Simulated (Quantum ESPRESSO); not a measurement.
# AlNi (Pm-3m): coupling and resistivity with EPW, part 2 of 4

Wanted: λ, Tc and ρ(T) of AlNi (Pm-3m) from Quantum ESPRESSO and EPW.

Quantum ESPRESSO 7.5; DFT LDA, scalar-relativistic, plane waves, PseudoDojo 0.4.1 norm-conserving pseudopotentials.

So far. Step 2 (Relaxation): The volume ends at 11.31 Å³ an atom, -5.4 % from the start. Step 3 (Ground state): The Fermi level lies at 14.79 eV and the pressure is -0.013 GPa.

## 4. Phonons on the coarse mesh

ph.x gives the dynamical matrices and the changes of the potential on a coarse q mesh, which EPW interpolates.

ph.in

```
phonons
 &inputph
    prefix='x',
    outdir='./tmp',
    tr2_ph=1.0d-14,
    fildyn='x.dyn',
    fildvscf='dvscf',
    ldisp=.true.,
    nq1=3,
    nq2=3,
    nq3=3,
    alpha_mix(1)=0.5,
    amass(1)=26.9815,
    amass(2)=58.6934,
 /
```

Run with:

```bash
$ OMP_NUM_THREADS=1 mpirun -n 8 ph.x -nk 8 -in ph.in > ph.out
```

Output:

```text
[banner, memory and clock lines left out]
Program PHONON v.7.5

     ./tmp/x.save/

     IMPORTANT: XC functional enforced from input :
     Exchange-correlation= PW
                           (   1   4   0   0   0   0   0)
     Any further DFT definition will be discarded
     Please, verify this is what you really want

     G-vector sticks info

     Reading collected, re-writing distributed wavefunctions in ./tmp/

     Dynamical matrices for ( 3, 3, 3)  uniform grid of q-points
     (   4 q-points):
       N         xq(1)         xq(2)         xq(3)
       1   0.000000000   0.000000000   0.000000000
       2   0.000000000   0.000000000   0.333333333
       3   0.000000000   0.333333333   0.333333333
       4   0.333333333   0.333333333   0.333333333

     Number and degeneracy of irreps per q-point
       N         xq(1)         xq(2)         xq(3)   N irreps
       1   0.000000000   0.000000000   0.000000000       2
        3   3
       2   0.000000000   0.000000000   0.333333333       4
        1   1   2   2
       3   0.000000000   0.333333333   0.333333333       6
     No degeneracy
       4   0.333333333   0.333333333   0.333333333       4
        1   1   2   2

     Saving dvscf to file. Distribute only q points, not irreducible representations.

     Calculation of q =    0.0000000   0.0000000   0.0000000

     phonons

     bravais-lattice index     =            0
     lattice parameter (alat)  =       5.3446  a.u.
     unit-cell volume          =     152.6662 (a.u.)^3
     number of atoms/cell      =            2
     number of atomic types    =            2
     kinetic-energy cut-off    =      98.0000  Ry
     charge density cut-off    =     392.0000  Ry
     convergence threshold     =      1.0E-14
     beta                      =       0.5000
     number of iterations used =            4
     Exchange-correlation= PW
                           (   1   4   0   0   0   0   0)

     celldm(1)=    5.34459  celldm(2)=    0.00000  celldm(3)=    0.00000
     celldm(4)=    0.00000  celldm(5)=    0.00000  celldm(6)=    0.00000

     crystal axes: (cart. coord. in units of alat)
               a(1) = (  1.0000  0.0000  0.0000 )
               a(2) = (  0.0000  1.0000  0.0000 )
               a(3) = (  0.0000  0.0000  1.0000 )

     reciprocal axes: (cart. coord. in units 2 pi/alat)
               b(1) = (  1.0000  0.0000  0.0000 )
               b(2) = (  0.0000  1.0000  0.0000 )
               b(3) = (  0.0000  0.0000  1.0000 )

     Atoms inside the unit cell:

     Cartesian axes

     site n.  atom      mass           positions (alat units)
        1  Al     26.9815   tau(    1) = (    0.00000    0.00000    0.00000  )
        2  Ni     58.6934   tau(    2) = (    0.50000    0.50000    0.50000  )

     Computing dynamical matrix for
                    q = (   0.0000000   0.0000000   0.0000000 )

     49 Sym.Ops. (with q -> -q+G )

     G cutoff =  283.6318  (  20005 G-vectors)     FFT grid: ( 36, 36, 36)

     number of k points=    35  Marzari-Vanderbilt smearing, width (Ry)=  0.0200

     PseudoPot. # 1 for Al read from file:
     ./pseudo/Al.upf
     Pseudo is Norm-conserving + core correction, Zval =  3.0
     Using radial grid of 1854 points,  6 beta functions with:
                l(1) =   0
                l(2) =   0
                l(3) =   1
                l(4) =   1
                l(5) =   2
                l(6) =   2

     PseudoPot. # 2 for Ni read from file:
     ./pseudo/Ni.upf
     Pseudo is Norm-conserving + core correction, Zval = 18.0
     Using radial grid of 1340 points,  6 beta functions with:
                l(1) =   0
                l(2) =   0
                l(3) =   1
                l(4) =   1
                l(5) =   2
                l(6) =   2

     Mode symmetry, O_h (m-3m)  point group:

     Atomic displacements:
     There are    2 irreducible representations

     Representation     1      3 modes -  To be done

     Representation     2      3 modes -  To be done

     Alpha used in Ewald sum =   2.8000

     Representation #   1 modes #   1   2   3

     Self-consistent Calculation

     Pert. #  1: Fermi energy shift (Ry) =     1.7647E-23     0.0000E+00
     Pert. #  2: Fermi energy shift (Ry) =    -4.4116E-24     0.0000E+00
     Pert. #  3: Fermi energy shift (Ry) =     8.8233E-24     0.0000E+00

      thresh= 1.000E-02 alpha_mix =  0.500 |ddv_scf|^2 =  2.311E-05

     Pert. #  1: Fermi energy shift (Ry) =    -1.1029E-24     0.0000E+00
     Pert. #  2: Fermi energy shift (Ry) =     0.0000E+00     0.0000E+00
     Pert. #  3: Fermi energy shift (Ry) =     0.0000E+00     0.0000E+00

      thresh= 4.807E-04 alpha_mix =  0.500 |ddv_scf|^2 =  2.718E-07

     Pert. #  1: Fermi energy shift (Ry) =     0.0000E+00     0.0000E+00
     Pert. #  2: Fermi energy shift (Ry) =     6.8932E-26     0.0000E+00
     Pert. #  3: Fermi energy shift (Ry) =     0.0000E+00     0.0000E+00

      thresh= 5.214E-05 alpha_mix =  0.500 |ddv_scf|^2 =  1.984E-08

     Pert. #  1: Fermi energy shift (Ry) =    -3.4466E-26     0.0000E+00
     Pert. #  2: Fermi energy shift (Ry) =     0.0000E+00     0.0000E+00
     Pert. #  3: Fermi energy shift (Ry) =     0.0000E+00     0.0000E+00

      thresh= 1.408E-05 alpha_mix =  0.500 |ddv_scf|^2 =  1.199E-10

     Pert. #  1: Fermi energy shift (Ry) =     0.0000E+00     0.0000E+00
     Pert. #  2: Fermi energy shift (Ry) =    -4.3082E-27     0.0000E+00
     Pert. #  3: Fermi energy shift (Ry) =    -4.3082E-27     0.0000E+00

      thresh= 1.095E-06 alpha_mix =  0.500 |ddv_scf|^2 =  2.722E-12

     Pert. #  1: Fermi energy shift (Ry) =    -4.3082E-27     0.0000E+00
[...]
thresh= 1.650E-07 alpha_mix =  0.500 |ddv_scf|^2 =  5.437E-14

[...]
thresh= 2.332E-08 alpha_mix =  0.500 |ddv_scf|^2 =  4.035E-16

     End of self-consistent calculation

     Convergence has been achieved

     Representation #   2 modes #   4   5   6

     Self-consistent Calculation

[...]
thresh= 1.000E-02 alpha_mix =  0.500 |ddv_scf|^2 =  1.018E-08

[...]
thresh= 1.009E-05 alpha_mix =  0.500 |ddv_scf|^2 =  7.255E-10

[...]
Pert. #  2: Fermi energy shift (Ry) =    -4.3082E-27     0.0000E+00
     Pert. #  3: Fermi energy shift (Ry) =    -2.1541E-26     0.0000E+00

      thresh= 2.694E-06 alpha_mix =  0.500 |ddv_scf|^2 =  1.013E-10

     Pert. #  1: Fermi energy shift (Ry) =     0.0000E+00     0.0000E+00
     Pert. #  2: Fermi energy shift (Ry) =    -8.6165E-27     0.0000E+00
     Pert. #  3: Fermi energy shift (Ry) =     4.3082E-27     0.0000E+00

      thresh= 1.006E-06 alpha_mix =  0.500 |ddv_scf|^2 =  2.563E-13

[...]
lattice parameter (alat)  =       5.3446  a.u.
     unit-cell volume          =     152.6662 (a.u.)^3
     number of atoms/cell      =            2
     number of atomic types    =            2
     number of electrons       =        21.00
     number of Kohn-Sham states=           15
     kinetic-energy cutoff     =      98.0000  Ry
     charge density cutoff     =     392.0000  Ry
     Exchange-correlation= PW
                           (   1   4   0   0   0   0   0)

     celldm(1)=   5.344589  celldm(2)=   0.000000  celldm(3)=   0.000000
     celldm(4)=   0.000000  celldm(5)=   0.000000  celldm(6)=   0.000000

     crystal axes: (cart. coord. in units of alat)
               a(1) = (   1.000000   0.000000   0.000000 )
               a(2) = (   0.000000   1.000000   0.000000 )
               a(3) = (   0.000000   0.000000   1.000000 )

     reciprocal axes: (cart. coord. in units 2 pi/alat)
               b(1) = (  1.000000  0.000000  0.000000 )
               b(2) = (  0.000000  1.000000  0.000000 )
               b(3) = (  0.000000  0.000000  1.000000 )

     PseudoPot. # 1 for Al read from file:
     ./pseudo/Al.upf
     Pseudo is Norm-conserving + core correction, Zval =  3.0
     Using radial grid of 1854 points,  6 beta functions with:
                l(1) =   0
                l(2) =   0
                l(3) =   1
                l(4) =   1
[...]
PseudoPot. # 2 for Ni read from file:
     ./pseudo/Ni.upf
     Pseudo is Norm-conserving + core correction, Zval = 18.0
     Using radial grid of 1340 points,  6 beta functions with:
[...]
atomic species   valence    mass     pseudopotential
     Al                3.00    26.98150     Al( 1.00)
     Ni               18.00    58.69340     Ni( 1.00)

     48 Sym. Ops., with inversion, found

   Cartesian axes

     site n.     atom                  positions (alat units)
         1        Al     tau(   1) = (   0.0000000   0.0000000   0.0000000  )
         2        Ni     tau(   2) = (   0.5000000   0.5000000   0.5000000  )

     number of k points=   330  Marzari-Vanderbilt smearing, width (Ry)=  0.0200

     Number of k-points >= 100: set verbosity='high' to print them.

     Dense  grid:    20005 G-vectors     FFT dimensions: (  36,  36,  36)

     The potential is recalculated from file :
     ./tmp/_ph0/x.q_4/x.save/charge-density

     Starting wfcs are   14 atomic +    1 random wfcs

     Band Structure Calculation
     Davidson diagonalization with overlap

     ethr =  4.76E-11,  avg # of iterations = 13.0

     End of band structure calculation

     Number of k-points >= 100: set verbosity='high' to print the bands.

     the Fermi energy is    14.7915 ev

     Writing config to output data dir ./tmp/_ph0/x.q_4/x.save/ :
     XML data file

     phonons

     bravais-lattice index     =            0
     lattice parameter (alat)  =       5.3446  a.u.
     unit-cell volume          =     152.6662 (a.u.)^3
     number of atoms/cell      =            2
     number of atomic types    =            2
     kinetic-energy cut-off    =      98.0000  Ry
     charge density cut-off    =     392.0000  Ry
     convergence threshold     =      1.0E-14
     beta                      =       0.5000
     number of iterations used =            4
     Exchange-correlation= PW
                           (   1   4   0   0   0   0   0)

     celldm(1)=    5.34459  celldm(2)=    0.00000  celldm(3)=    0.00000
     celldm(4)=    0.00000  celldm(5)=    0.00000  celldm(6)=    0.00000

     crystal axes: (cart. coord. in units of alat)
               a(1) = (  1.0000  0.0000  0.0000 )
               a(2) = (  0.0000  1.0000  0.0000 )
               a(3) = (  0.0000  0.0000  1.0000 )

     reciprocal axes: (cart. coord. in units 2 pi/alat)
               b(1) = (  1.0000  0.0000  0.0000 )
               b(2) = (  0.0000  1.0000  0.0000 )
               b(3) = (  0.0000  0.0000  1.0000 )

     Atoms inside the unit cell:

     Cartesian axes

     site n.  atom      mass           positions (alat units)
        1  Al     26.9815   tau(    1) = (    0.00000    0.00000    0.00000  )
        2  Ni     58.6934   tau(    2) = (    0.50000    0.50000    0.50000  )

     Computing dynamical matrix for
                    q = (   0.3333333   0.3333333   0.3333333 )

      6 Sym.Ops. (no q -> -q+G )

     G cutoff =  283.6318  (  20005 G-vectors)     FFT grid: ( 36, 36, 36)

     number of k points=   330  Marzari-Vanderbilt smearing, width (Ry)=  0.0200

     PseudoPot. # 1 for Al read from file:
     ./pseudo/Al.upf
     Pseudo is Norm-conserving + core correction, Zval =  3.0
     Using radial grid of 1854 points,  6 beta functions with:
[...]
l(5) =   2
                l(6) =   2

     PseudoPot. # 2 for Ni read from file:
     ./pseudo/Ni.upf
     Pseudo is Norm-conserving + core correction, Zval = 18.0
     Using radial grid of 1340 points,  6 beta functions with:
                l(1) =   0
                l(2) =   0
                l(3) =   1
                l(4) =   1
                l(5) =   2
                l(6) =   2

     Mode symmetry, C_3v (3m)   point group:

     Atomic displacements:
     There are    4 irreducible representations

     Representation     1      1 modes -  To be done

     Representation     2      1 modes -  To be done

     Representation     3      2 modes -  To be done

     Representation     4      2 modes -  To be done

     Alpha used in Ewald sum =   2.8000

     Representation #   1 mode #   1

     Self-consistent Calculation

[...]
End of self-consistent calculation

     Convergence has been achieved

     Representation #   2 mode #   2

     Self-consistent Calculation

[...]
End of self-consistent calculation

     Convergence has been achieved

     Representation #   3 modes #   3   4

     Self-consistent Calculation

[...]
thresh= 6.858E-08 alpha_mix =  0.500 |ddv_scf|^2 =  4.976E-14

      thresh= 2.231E-08 alpha_mix =  0.500 |ddv_scf|^2 =  2.686E-16

     End of self-consistent calculation

     Convergence has been achieved

     Representation #   4 modes #   5   6

     Self-consistent Calculation

      thresh= 1.000E-02 alpha_mix =  0.500 |ddv_scf|^2 =  1.321E-07

      thresh= 3.635E-05 alpha_mix =  0.500 |ddv_scf|^2 =  2.741E-09

      thresh= 5.235E-06 alpha_mix =  0.500 |ddv_scf|^2 =  4.334E-10

      thresh= 2.082E-06 alpha_mix =  0.500 |ddv_scf|^2 =  1.548E-11

      thresh= 3.934E-07 alpha_mix =  0.500 |ddv_scf|^2 =  5.359E-14

      thresh= 2.315E-08 alpha_mix =  0.500 |ddv_scf|^2 =  8.877E-16

     End of self-consistent calculation

     Convergence has been achieved

     Number of q in the star =    8
     List of q in the star:
          1   0.333333333   0.333333333   0.333333333
          2  -0.333333333  -0.333333333   0.333333333
          3  -0.333333333   0.333333333   0.333333333
          4   0.333333333  -0.333333333   0.333333333
          5  -0.333333333  -0.333333333  -0.333333333
          6   0.333333333   0.333333333  -0.333333333
          7  -0.333333333   0.333333333  -0.333333333
          8   0.333333333  -0.333333333  -0.333333333

     Diagonalizing the dynamical matrix

     q = (    0.333333333   0.333333333   0.333333333 )

 **************************************************************************
     freq (    1) =       4.485505 [THz] =     149.620351 [cm-1]
     freq (    2) =       4.485505 [THz] =     149.620351 [cm-1]
     freq (    3) =       4.687856 [THz] =     156.370038 [cm-1]
     freq (    4) =      10.131051 [THz] =     337.935476 [cm-1]
     freq (    5) =      10.131051 [THz] =     337.935476 [cm-1]
     freq (    6) =      10.395141 [THz] =     346.744580 [cm-1]
 **************************************************************************

     Mode symmetry, C_3v (3m)   point group:

     freq (   1-   2) =        149.6  [cm-1]   --> E    L_3
     freq (   3-   3) =        156.4  [cm-1]   --> A_1  L_1
     freq (   4-   5) =        337.9  [cm-1]   --> E    L_3
     freq (   6-   6) =        346.7  [cm-1]   --> A_1  L_1
```

Wall time 12 min (8 MPI ranks of Arm Neoverse V1, shared host).

Numbers from this step:

| Property | Result |
| --- | --- |
| lowest frequency off the zone centre | 108.1 cm⁻¹ |
| largest magnitude of the acoustic modes at the zone centre, before the sum rule | 23.33 cm⁻¹ |

Frequencies at the irreducible wavevectors:

| q1 | q2 | q3 | star | mode 1 (cm⁻¹) | mode 2 (cm⁻¹) | mode 3 (cm⁻¹) | mode 4 (cm⁻¹) | mode 5 (cm⁻¹) | mode 6 (cm⁻¹) |
| --- | --- | --- | --- | --- | --- | --- | --- | --- | --- |
| 0 | 0 | 0 | 1 | -23.3 | -23.3 | -23.3 | 308.4 | 308.4 | 308.4 |
| 0 | 0 | 0.3333 | 6 | 151.2 | 151.2 | 173.6 | 284.3 | 284.3 | 372.4 |
| 0 | 0.3333 | 0.3333 | 12 | 108.1 | 160.9 | 185.1 | 272.2 | 352.6 | 356.6 |
| 0.3333 | 0.3333 | 0.3333 | 8 | 149.6 | 149.6 | 156.4 | 337.9 | 337.9 | 346.7 |

The lowest mode off the zone centre lies at 108 cm⁻¹ and the highest of all solved modes at 372 cm⁻¹, so the solved wavevectors are stable. The acoustic modes at the centre lie within 23 cm⁻¹ of zero before the sum rule is imposed.

## 5. Bands for the check

Bands on a path serve later as the test of the Wannier interpolation; inside the frozen window, points that lie on the coarse mesh match by construction, and those between them test it.

bands.in

```
 &control
    calculation='bands',
    prefix='x',
    outdir='./tmp',
    pseudo_dir='./pseudo',
    verbosity='high',
 /
 &system
    ibrav=0,
    nat=2,
    ntyp=2,
    ecutwfc=98.0,
    occupations='smearing',
    smearing='mv',
    degauss=0.02,
    nbnd=43,
 /
 &electrons
    conv_thr=1.0d-10,
 /
ATOMIC_SPECIES
 Al     26.9815  Al.upf
 Ni     58.6934  Ni.upf
CELL_PARAMETERS angstrom
     2.828234600    0.000000000    0.000000000
     0.000000000    2.828234600    0.000000000
     0.000000000    0.000000000    2.828234600
ATOMIC_POSITIONS crystal
 Al     0.000000000   0.000000000   0.000000000
 Ni     0.500000000   0.500000000   0.500000000
K_POINTS crystal
64
 0.00000000 0.00000000 0.00000000 0.01562500
 0.00000000 0.05555556 0.00000000 0.01562500
 0.00000000 0.11111111 0.00000000 0.01562500
 0.00000000 0.16666667 0.00000000 0.01562500
[the list of k-points goes on]
```

Run with:

```bash
$ OMP_NUM_THREADS=1 mpirun -n 8 pw.x -nk 8 -in bands.in > bands.out
```

Output:

```text
[banner, memory and clock lines left out]
[...]
number of Kohn-Sham states=           43
```

It took 11 s on 8 MPI ranks; 86 s of CPU time.

## 6. States on the coarse mesh

Wannier functions need the states on a full uniform k mesh, and the couplings need it to be a multiple of the q mesh.

nscf.in

```
 &control
    calculation='nscf',
    prefix='x',
    outdir='./tmp',
    pseudo_dir='./pseudo',
    verbosity='high',
 /
 &system
    ibrav=0,
    nat=2,
    ntyp=2,
    ecutwfc=98.0,
    occupations='smearing',
    smearing='mv',
    degauss=0.02,
    nbnd=43,
 /
 &electrons
    conv_thr=1.0d-11,
 /
ATOMIC_SPECIES
 Al     26.9815  Al.upf
 Ni     58.6934  Ni.upf
CELL_PARAMETERS angstrom
     2.828234600    0.000000000    0.000000000
     0.000000000    2.828234600    0.000000000
     0.000000000    0.000000000    2.828234600
ATOMIC_POSITIONS crystal
 Al     0.000000000   0.000000000   0.000000000
 Ni     0.500000000   0.500000000   0.500000000
K_POINTS crystal
729
 0.00000000 0.00000000 0.00000000 0.00137174
 0.00000000 0.00000000 0.11111111 0.00137174
 0.00000000 0.00000000 0.22222222 0.00137174
 0.00000000 0.00000000 0.33333333 0.00137174
[the list of k-points goes on]
```

Run with:

```bash
$ OMP_NUM_THREADS=1 mpirun -n 8 pw.x -nk 8 -in nscf.in > nscf.out
```

Output:

```text
[banner, memory and clock lines left out]
[...]
number of Kohn-Sham states=           43
     the Fermi energy is    14.7915 ev
```

The job ended after 2 min (8 MPI ranks).

(Part 2 of 4 ends here.)

[The logs of pw.x and epw.x are selected lines.]

[Logs are printed without paths, hosts, clocks, repeated set-up lines and the standing remarks that a program may print on its own settings, such as how far it seeks lower states.]

[Hosts, paths, dates, database ids (printed as entryN), source tags and the programs' standing remarks are cut or masked in the printed files.]
